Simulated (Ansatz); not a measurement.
# Ba2H3F (built on the sites of a database entry of Ba2H3I): phonons and vibrational spectra, part 2 of 3

Aim: the vibrations of Ba2H3F (built on the sites of a database entry of Ba2H3I), their spectra, and whether the structure is stable.

Ansatz 0.2.0; DFT PBEsol, scalar-relativistic, plane waves, PAW.

So far. Step 4 (Relaxing to small forces for the phonons): The largest force component left is 0.65 meV/Å and the pressure is 0.002 GPa, within the tolerances set. The cell now holds 15.91 Å³/atom. The relaxed cell has a = 4.294, c = 5.979 Å (conventional setting).

The structure was built from a prototype and need not be the compound's stable phase.

**5. Linear response at the zone centre**

The zone centre comes first: it holds the modes that light can see, as far as symmetry allows. The response to a homogeneous field gives the Born charges and the dielectric tensor.

File input.yaml:

```yaml
crystal:
  lattice:
    - [4.2935918184, 2.8188e-06, 0.0]
    - [-2.1467983504, 3.7183581789, 0.0]
    - [0.0, 0.0, 5.9791168191]
  atoms:
    - { symbol: Ba, position: [0.6666666667, 0.3333333333, 0.7496983071] }
    - { symbol: Ba, position: [0.3333333333, 0.6666666667, 0.2503016929] }
    - { symbol: H, position: [0.6666666667, 0.3333333333, 0.2920896742] }
    - { symbol: H, position: [0.3333333333, 0.6666666667, 0.7079103258] }
    - { symbol: H, position: [0.0, 0.0, 0.5] }
    - { symbol: F, position: [0.0, 0.0, 0.0] }
kpoints:
  mp_grid: { grid: [6, 6, 4] }
hamiltonian:
  xc: pbesol
scf:
  occupations: { method: fixed }
output:
  eigenvalues: true
phonons:
  method: dfpt
  dielectric: true
  rigid_motions: translations
```

Run with:

```
> ansatz run input.yaml --threads 8 --pin off --max-ram 14336MiB --backend cpu --events-out ev --progress --plain --runs-dir out
```

Numbers of over 12 decimals in the logs are rounded to 6 here.

The program printed:

```text
[...]
Crystal: 6 atoms, lattice volume = 95.457 Å³
Basis set: ecut = 420 eV, 1885 PW (Γ), exchange–correlation on 60×60×80 points (8 copies of the dense FFT grid, shifted against one another)
Bands: 21, of which v1, the nominal top of the filled ones, is band 15 counted from 1 (14 counted from 0)
Symmetry: 12 space group operations
k-points: 47 of 144 (irreducible under 2 space group operations, time reversal used)
[...]
SCF iter   1: F=—  HF=-12577.771840 eV  |F-HF|=—  |Δ(HF+E_count)|=         —  Δρ=9.38e-3  dr2=6.18e-2  ethr=1.77e-3  ⟨swp⟩=4.7  Hψ=4478  notcnv=0  defer=183
[...]
SCF iter   9: F=-12577.754079 eV  HF=-12577.754079 eV  |F-HF|=3.64e-12  |Δ(HF+E_count)|=  6.37e-11  Δρ=5.82e-8  dr2=4.96e-12  ethr=1.00e-12  ⟨swp⟩=12.8  Hψ=7542  notcnv=0
SCF 1 converged in 9 iterations: F = -12577.754079 eV  dr2 = 4.96e-12
[...]
DFPT response loops at Γ: preconditioner auto → Resta (q_TF=auto, 2.250 Å⁻¹)  ε∞=5.8 (no band partly filled); β = 1.00, the filter's whole step (`scf.mixing.beta` (0.50) is not read by the response loops at its default; to damp them type it under 1.00, their step now; it binds the ground state too); Broyden in place of MSR1
── the response to a field inside a basis, on 6×6×4 k-points: an SCF that follows is theirs, and a resumed run solves both again ──
Bands: 16, of which v1, the nominal top of the filled ones, is band 15 counted from 1 (14 counted from 0)
k-points: 42 of 144 (irreducible under 4 space group operations)
[...]
Eigensolver: Dense (42 Hₖ)
SCF iter   1: F=—  HF=-12577.752229 eV  |F-HF|=—  |Δ(HF+E_count)|=         —  Δρ=3.21e-4  dr2=2.20e-5  ethr=1.00e-1
[...]
SCF iter   4: F=-12577.752229 eV  HF=-12577.752229 eV  |F-HF|=6.08e-9  |Δ(HF+E_count)|=   4.13e-7  Δρ=4.53e-6  dr2=1.72e-8  ethr=3.26e-9
SCF 1 converged in 4 iterations: F = -12577.752229 eV  dr2 = 1.72e-8
[...]
WARN: field response: ε∞ stands inside a basis, on 6×6×4 points; the force constants stand on the 6×6×4 k-mesh, whose period is 12.93 times the interband length at k = (0.0000, 0.0000, -0.5000), direct gap 2.804 eV, under 14: take them and everything formed from them as unconverged, and compare with a denser kpoints.mp_grid
SCF converged after 9 iterations
Free energy (F): -12577.754079 eV
[...]
Internal energy: -12577.754079 eV  (E = F + TS)
E sigma→0 (E₀):  -12577.754079 eV
Fermi energy:    7.771586 eV
[...]
--- Band table (eV; the first three rows and the last of 47) ---
  k-point 0: bands = [... 11 lower, 2.8462, 3.9475, 5.0764, 7.7716, 11.1535, 11.1535, 11.4751, 11.4751, ... 2 higher]
  k-point 1: bands = [... 11 lower, 2.8327, 4.3886, 5.1650, 7.6982, 10.5980, 10.5980, 11.4676, 11.5257, ... 2 higher]
  k-point 2: bands = [... 11 lower, 2.8192, 5.0409, 5.0670, 7.5483, 10.3521, 10.3521, 11.3355, 11.5727, ... 2 higher]
  k-point 46: bands = [... 11 lower, 3.1734, 5.6413, 5.8767, 6.1158, 10.5826, 10.8113, 11.6345, 12.1508, ... 2 higher]
--- Phonons (Γ-DFPT): 8 representative perturbations + reference, on 47 of 144 k-points (Σ response iterations 30) ---
  k mesh reduced under 2 symmetry operations, with k and −k counted as one. Each operation leaves every solved perturbation unchanged. A smaller set is not considered because the run solves the response to a homogeneous field
  ASR residual: 1.210e-5 → 0.000e0 eV/Å²; symmetrization residual: 7.257e-5 eV/Å²
  ASR residual per site (eV/Å²): 1.21e-5 1.21e-5 1.10e-5 1.10e-5 7.18e-6 7.28e-6
  Γ frequencies (cm⁻¹): 0.00 0.00 0.00 76.97 76.97 110.10 125.08 125.08 158.96 432.79 494.51 494.51 500.93 736.47 1008.81 1008.81 1011.99 1011.99
  ε∞ (high-frequency dielectric tensor):
        4.752388    -0.000000     0.000000
       -0.000000     4.752388    -0.000000
        0.000000    -0.000000     4.270087
  ε⁰ (static dielectric tensor: ions relaxed, cell fixed):
       17.174418     0.000000    -0.000000
        0.000000    17.174418    -0.000000
       -0.000000    -0.000000    21.768216
  ε⁰ − ε∞ (ionic part):
       12.422029     0.000000    -0.000000
        0.000000    12.422029    -0.000000
       -0.000000    -0.000000    17.498129
  softest optical mode at Γ: 76.97 cm⁻¹; the repairs (sum rule, projections) moved no ω² at Γ by more than (18.85 cm⁻¹)²
  Born effective charges Z* (e; rows j = field, columns β = displacement):
    site 0:
         2.46335   -0.00000    0.00000
        -0.00000    2.46335   -0.00000
         0.00000   -0.00000    2.22855
    site 1:
         2.46335   -0.00000    0.00000
        -0.00000    2.46335   -0.00000
         0.00000   -0.00000    2.22855
    site 2:
        -1.02453    0.00000   -0.00000
         0.00000   -1.02453    0.00000
        -0.00000    0.00000   -1.05140
    site 3:
        -1.02453    0.00000   -0.00000
         0.00000   -1.02453    0.00000
        -0.00000    0.00000   -1.05140
    site 4:
        -1.29054    0.00000   -0.00000
         0.00000   -1.29054    0.00000
        -0.00000    0.00000   -0.74831
    site 5:
        -1.58711    0.00000   -0.00000
         0.00000   -1.58711    0.00000
        -0.00000    0.00000   -1.60599
  Z* charge neutrality: 4.041e-3 e pre-enforcement
  solved inside a basis spanned on kpoints, on 6×6×4 k-points, its susceptibility summed on 12×12×8: ε∞ is read to err by 1.5e-2, Z* by 1.8e-2 e (field_mesh: kpoints solves on kpoints); Z* is corrected for what the basis lacks
  optical modes at Γ without the LO–TO term, one row a degenerate level:
      ω (cm⁻¹)  modes    IR ((D/Å)²/amu)
         76.97      2             0.0000
        110.10      1             0.0000
        125.08      2             9.5985
        158.96      1            13.6099
        432.79      1            41.1629
        494.51      2           105.8630
        500.93      1             0.0000
        736.47      1            13.4465
       1008.81      2             0.0000
       1011.99      2            67.0695
  optical modes at Γ + LO–TO along q̂ = [1.0000, 0.0000, 0.0000]:
      ω (cm⁻¹)  modes    IR ((D/Å)²/amu)
         76.97      2             0.0000
        110.10      1             0.0000
        125.08      1             4.7993
[...]
optical modes at Γ + LO–TO along q̂ = [0.0000, 1.0000, 0.0000]:
      ω (cm⁻¹)  modes    IR ((D/Å)²/amu)
[...]
1011.99      1            33.5347
       1113.40      1            58.1118
  optical modes at Γ + LO–TO along q̂ = [0.0000, 0.0000, 1.0000]:
      ω (cm⁻¹)  modes    IR ((D/Å)²/amu)
         76.97      2             0.0000
        110.10      1             0.0000
        125.08      2             9.5985
        226.66      1             1.6413
        494.51      2           105.8630
        500.93      1             0.0000
        606.31      1            20.0412
        832.43      1            46.5368
       1008.81      2             0.0000
       1011.99      2            67.0695
```

The job ended after 23 s (8 threads of Arm Neoverse V2, shared host; peak memory 0.8 GiB).

The column dr2 measures how far the density is from self-consistency, as an energy; F and HF (Harris–Foulkes) agree once it is small.

Numbers from this step:

```
sum-rule residual before enforcement                    : 1.21e-5 eV/Å²
miss of the charge sum rule                             : 0.004041 e
estimated error of the dielectric tensor                : 0.01488
estimated error of the Born charges                     : 0.01845 e
point group                                             : -3m
highest optical mode at the zone centre (no LO-TO term) : 1012 cm⁻¹
lowest optical zone-centre mode                         : 76.97 cm⁻¹
mean high-frequency dielectric constant                 : 4.592
largest Born charge (third of the trace)                : 2.385 e
mean static dielectric constant                         : 18.71
top of the zone-centre spectrum with the field          : 1113 cm⁻¹
```

Without the LO-TO term. Patterns of degenerate modes are one choice out of their space. Modes at Γ, with each element's share of the kinetic energy:

```tsv
mode	frequency (cm⁻¹)	symmetry	Ba %	H %	F %
1	0.0	acoustic	93	1	6
2	0.0	acoustic	93	1	6
3	0.0	acoustic	93	1	6
4	77.0	Eg	100	0	0
5	77.0	Eg	100	0	0
6	110.1	A1g	99	1	0
7	125.1	Eu	7	0	93
8	125.1	Eu	7	0	93
9	159.0	A2u	7	4	88
10	432.8	A2u	0	96	4
11	494.5	Eu	0	99	0
12	494.5	Eu	0	99	0
13	500.9	A1g	1	99	0
14	736.5	A2u	0	98	2
15	1008.8	Eg	0	100	0
16	1008.8	Eg	0	100	0
17	1012.0	Eu	0	99	0
18	1012.0	Eu	0	99	0
```

Displacements in mode 4 (77.0 cm⁻¹), the largest set to 1:
```
Ba1  0.09  1.00  0.00
Ba2 -0.09 -1.00  0.00
H3  -0.06 -0.68  0.00
H4   0.06  0.68  0.00
H5   0.00  0.00  0.00
F6   0.00  0.00  0.00
```

Displacements in mode 11 (494.5 cm⁻¹), the largest set to 1:
```
Ba1  0.00  0.00  0.00
Ba2  0.00  0.00  0.00
H3  -0.04  0.12  0.00
H4  -0.04  0.12  0.00
H5  -0.36  1.00  0.00
F6   0.00 -0.01  0.00
```

Optical modes at the zone centre, without and with the macroscopic field of the longitudinal modes; each column is sorted by frequency, so a row need not hold one and the same mode. Modes with and without the field, by row:

```tsv
rank among optical modes	no field (cm⁻¹)	q along (1, 0, 0) (cm⁻¹)	q along (0, 0, 1) (cm⁻¹)
1	77	77	77
2	77	77	77
3	110.1	110.1	110.1
4	125.1	125.1	125.1
5	125.1	159	125.1
6	159	159.6	226.7
7	432.8	432.8	494.5
8	494.5	494.5	494.5
9	494.5	500.9	500.9
10	500.9	669.5	606.3
11	736.5	736.5	832.4
12	1009	1009	1009
13	1009	1009	1009
14	1012	1012	1012
15	1012	1113	1012
```

Born charge (rows field, columns displacement) (e), principal values of the symmetric part by kind of site:

```tsv
atom	atoms with these values	low	middle	high	mean
Ba1	2	2.23	2.46	2.46	2.39
H3	2	-1.05	-1.02	-1.02	-1.03
H5	1	-1.29	-1.29	-0.75	-1.11
F6	1	-1.61	-1.59	-1.59	-1.59
```

In full for H3:

```
-1.02  0.00  0.00
 0.00 -1.02  0.00
 0.00  0.00 -1.05
```

High-frequency dielectric tensor:

```
4.75 0.00 0.00
0.00 4.75 0.00
0.00 0.00 4.27
```

Static dielectric tensor (ions relaxed, fixed cell):

```
17.17  0.00  0.00
 0.00 17.17  0.00
 0.00  0.00 21.77
```

Transverse modes. Infrared lines, with heights relative to the strongest:

```tsv
position (cm⁻¹)	label	relative intensity
77	Eg	0.0
110	A1g	0.0
125	Eu	9.1
159	A2u	13
433	A2u	39
494	Eu	100
501	A1g	0.0
736	A2u	13
1009	Eg	0.0
1012	Eu	63
```

Before it was imposed, the acoustic sum rule was missed by 1.2e-5 eV/Å² and the charge sum rule by 0.0040 e. Small misses are needed for a sound result but don't prove that mesh and cutoff are converged. The lowest optical mode is real, 77.0 cm⁻¹.

The log warns of the k mesh: “the force constants stand on the 6×6×4 k-mesh, whose period is 12.93 times the interband length at k = (0.0000, 0.0000, -0.5000), direct gap 2.804 eV, under 14: take them and everything formed from them as unconverged”.

(Continued in part 3 of 3.)

[Logs are printed without paths, hosts, clocks, repeated set-up lines and the standing remarks that a program may print on its own settings, such as how far it seeks lower states.]

[Hosts, paths, dates, database ids (printed as entryN), source tags and the programs' standing remarks are cut or masked in the printed files.]
